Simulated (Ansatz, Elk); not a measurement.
## How far do independent atoms describe RuS3?

Structure refinements treat a crystal as free atoms side by side. For a made-up structure of RuS3 (cell and positions from a PBE relaxation) the runs below show what the calculated density changes in F(hkl).

Method: DFT, PBE, all-electron APW+lo, Dirac cores, scalar-relativistic bands, static density, no spin, in Elk 11.2.3 (patched build).

This account leaves out most program logs.

The structure was built from a prototype and need not be the compound's stable phase.

## Step 1: The starting structure

It takes space group Pm-3m (No. 221, cubic). Conventional cell: a = 4.642 Å, b = 4.642 Å, c = 4.642 Å, α = 90.00°, β = 90.00°, γ = 90.00°. Nearest to Ru lie 6 S at 2.32 Å. Nearest to S lie 2 Ru at 2.32 Å. Farther neighbours and most contacts between anions are not listed.

## Step 2: Ground state and structure factors

An all-electron density is needed, since X-rays see the cores too. Task 0 finds the density and task 195 Fourier-transforms it; tshift is off so that phases refer to the origin typed.

Input file elk.in:

```
tasks
  0
  195

xctype
  20

spinpol
  .false.

rgkmax
  7.0

gmaxvr
  14.0

lmaxo
  7

lmaxapw
  8

swidth
  0.002

tshift
  .false.

ramdisk
  .false.

hmaxvr
  5.5

maxscl
  120

epspot
  1e-06

sppath
  './'

avec
  8.77124844807 -0.00000000000 -0.00000000000
  -0.00000000000 8.77124844807 0.00000000000
  -0.00000000000 0.00000000000 8.77124844807

atoms
  2
  'Ru.in'
  1
  0.0000000000 -0.0000000000 0.0000000000   0.000000 0.000000 0.000000
  'S.in'
  3
  0.5000000000 -0.0000000000 0.0000000000   0.000000 0.000000 0.000000
  0.0000000000 0.5000000000 -0.0000000000   0.000000 0.000000 0.000000
  0.0000000000 0.0000000000 0.5000000000   0.000000 0.000000 0.000000

ngridk
  5 5 5
```

Launch:

```
$ OMP_NUM_THREADS=4 elk
```

Run time: 15 s. Hardware: 4 threads of Arm Neoverse V2, shared host; peak memory 0.16 GiB; 30 s of CPU time.

SFACRHO.OUT:

```text

h k l indices transformed by vhmat matrix:
   1.000000000       0.000000000       0.000000000    
   0.000000000       1.000000000       0.000000000    
   0.000000000       0.000000000       1.000000000    

      h      k      l  multipl.   |H|            Re(F)            Im(F)           |F|

      0      0      0      1   0.0000000       91.999999     -0.14973360E-16   91.999999    
      0     -1      0      6  0.71633877       54.275433     -0.13990032E-14   54.275433    
     -1      0      1     12   1.0130560       25.055072      0.12876902E-15   25.055072    
      1      1      1      8   1.2407351      0.99276054      0.36011926E-14  0.99276054    
      0      0     -2      6   1.4326775       66.219231      0.24617125E-14   66.219231    
     -1      0     -2     24   1.6017822       42.722000      0.11731374E-14   42.722000    
     -1      1     -2     24   1.7546645       21.731021      0.22783533E-14   21.731021    
      2      2      0     12   2.0261120       56.445322     -0.43986611E-14   56.445322    
      2     -2      1     24   2.1490163       37.434897      0.10595027E-14   37.434897    
      0      0      3      6   2.1490163       37.666998      0.29108866E-14   37.666998    
     -3      1      0     24   2.2652621       19.676084     -0.21018562E-14   19.676084    
     -1     -1     -3     24   2.3758269       2.5975874     -0.51149853E-14   2.5975874    
      2     -2     -2      8   2.4814703       51.109984      0.19781396E-14   51.109984    
     -2     -3      0     24   2.5827962       34.226943     -0.97715442E-15   34.226943    
     -2      1      3     48   2.6802942       17.931290      0.58367047E-14   17.931290    
      4      0      0      6   2.8653551       47.496107     -0.36848902E-14   47.496107    
      3      2     -2     24   2.9535404       31.859200      0.27547037E-14   31.859200    
     -4      0     -1     24   2.9535404       31.827491      0.27630368E-14   31.827491
```

Elk indexes on the primitive cell of elk.in and gives |H| = 4π sin θ/λ in inverse bohr. Below, one row stands for each form hkl of the conventional cell (m members, Friedel mates merged), F is for one primitive cell and the density is static (no thermal factor). Free-atom factors are Waasmaier and Kirfel's, and R is Σm||F|−|F'||/Σm|F|.

```tsv
hkl	m	sin θ/λ (Å⁻¹)	abs F, DFT	neutral atoms	diff.
100	6	0.108	54.275	54.290	-0.015
110	12	0.152	25.055	25.317	-0.262
111	8	0.187	0.993	1.414	-0.421
200	6	0.215	66.219	66.353	-0.134
210	24	0.241	42.722	42.957	-0.235
211	24	0.264	21.731	21.984	-0.253
220	12	0.305	56.445	56.554	-0.109
221	24	0.323	37.435	37.520	-0.085
300	6	0.323	37.667	37.520	+0.147
310	24	0.341	19.676	19.572	+0.105
311	24	0.357	2.598	2.496	+0.102
222	8	0.373	51.110	51.103	+0.007
320	24	0.388	34.227	34.135	+0.092
321	48	0.403	17.931	17.812	+0.119
400	6	0.431	47.496	47.439	+0.057
322	24	0.444	31.859	31.747	+0.112
410	24	0.444	31.828	31.747	+0.081
411	24	0.457	16.639	16.526	+0.113
```

## Step 3: The highest occupied states alone

An energy window below the Fermi level keeps the highest occupied states, to see at which angles they scatter; shallow core shells can lie inside it and anion s states outside. No new self-consistency is needed.

elk.in, as its differences from that of step 2:

```diff
@@ -1,3 +1,2 @@
 tasks
-  0
   195
@@ -40,2 +39,5 @@
 
+wsfac
+  -0.437530 0.413710
+
 sppath
```

Launch:

```
$ OMP_NUM_THREADS=4 elk
```

Wall time 7.2 s (4 threads); peak memory 0.16 GiB.

States within 15 eV below the Fermi level hold 26.00 electrons; any levels below the window count with the cores. Their amplitudes can exceed the total, where window and core parts have opposite phase:

```tsv
hkl	sin θ/λ (Å⁻¹)	abs F, window	abs F, all
100	0.108	9.642	54.275
110	0.152	1.002	25.055
111	0.187	3.228	0.993
200	0.215	6.410	66.219
210	0.241	2.594	42.722
211	0.264	0.603	21.731
220	0.305	1.470	56.445
221	0.323	0.709	37.435
300	0.323	0.928	37.667
310	0.341	0.587	19.676
```

## Step 4: Another functional

The difference from free atoms is small, so it is set against the change that PBEsol makes.

elk.in, as its differences from that of step 3:

```diff
@@ -1,2 +1,3 @@
 tasks
+  0
   195
@@ -4,3 +5,3 @@
 xctype
-  20
+  22
 
@@ -39,5 +40,2 @@
 
-wsfac
-  -0.437530 0.413710
-
 sppath
```

Launch:

```
$ OMP_NUM_THREADS=4 elk
```

Elapsed: 15 s, on 4 threads; peak memory 0.16 GiB.

Against the first run R = 0.04 %; the largest change is -0.042 at 200.

## Step 5: Basis size

A smaller basis shows how fast F responds to it; the change is likely larger than the basis error of the first run, but doesn't show convergence.

elk.in, as its differences from that of step 4:

```diff
@@ -5,3 +5,3 @@
 xctype
-  22
+  20
 
@@ -11,3 +11,3 @@
 rgkmax
-  7.0
+  5.5
```

Launch:

```
$ OMP_NUM_THREADS=4 elk
```

The job ended after 13 s (4 threads; peak memory 0.16 GiB; 22 s of CPU time).

Against the first run R = 0.05 %; the largest change is -0.055 at 200.

## Step 6: A coarser k-mesh

About half the k-points along each axis test the sampling.

elk.in, as its differences from that of step 5:

```diff
@@ -11,3 +11,3 @@
 rgkmax
-  5.5
+  7.0
 
@@ -60,2 +60,2 @@
 ngridk
-  5 5 5
+  2 2 2
```

Launch:

```
$ OMP_NUM_THREADS=4 elk
```

The job ended after 13 s (4 threads; peak memory 0.16 GiB).

Against the first run R = 0.12 %; the largest change is +0.205 at 300.

## Step 7: Settings against the effect

```tsv
run	R against the first run (%)	R against neutral atoms, low angle (%)	wall time
PBE, rgkmax 7	0.00	0.74	15 s
PBEsol	0.04	0.76	15 s
rgkmax 5.5	0.05	0.79	13 s
k-mesh 2×2×2	0.12	0.85	13 s
```

## Step 8: Outcome

- R against neutral atoms, sin θ/λ < 0.3 Å⁻¹: 0.74 %
- R against neutral atoms, 0.3 to 0.82 Å⁻¹: 0.25 %

In words: Independent neutral atoms miss the calculated amplitudes by R = 0.74 % below 0.3 Å⁻¹ and 0.25 % from there to 0.82 Å⁻¹; by shells, 0.03 % below 0.15 Å⁻¹ (1 form), 0.84 % 0.15 to 0.3 (5 forms), 0.35 % 0.3 to 0.45 (11 forms), 0.22 % above 0.45 (55 forms). Bonding, aspherical density and the tables' own atoms all enter these figures, and the runs don't part them. The largest change of an amplitude is -0.42 electrons, at 111. Weak lines can change much in proportion: 111 goes from 1.41 to 0.99. The window's part falls from 26.0 electrons at the origin to at most 0.48 between 0.45 and 0.82 Å⁻¹. Below 0.3 Å⁻¹ the changes that finished (PBEsol, rgkmax 5.5 and k-mesh 2×2×2) move F by R = 0.14 % at most, against the 0.74 % that separates it from free atoms. A single amplitude moves by up to 0.20 electrons, against 0.42 for the largest difference from free atoms. These runs have no spin, though d or f shells may be open. Part of the difference isn't bonding: the tables are fits to free atoms and ions calculated by other methods than this functional. Thermal motion, anomalous dispersion and extinction are left out.

[Logs are printed without paths, hosts, clocks, repeated set-up lines and the standing remarks that a program may print on its own settings, such as how far it seeks lower states.]

[Hosts, paths, dates, database ids (printed as entryN), source tags and the programs' standing remarks are cut or masked in the printed files.]
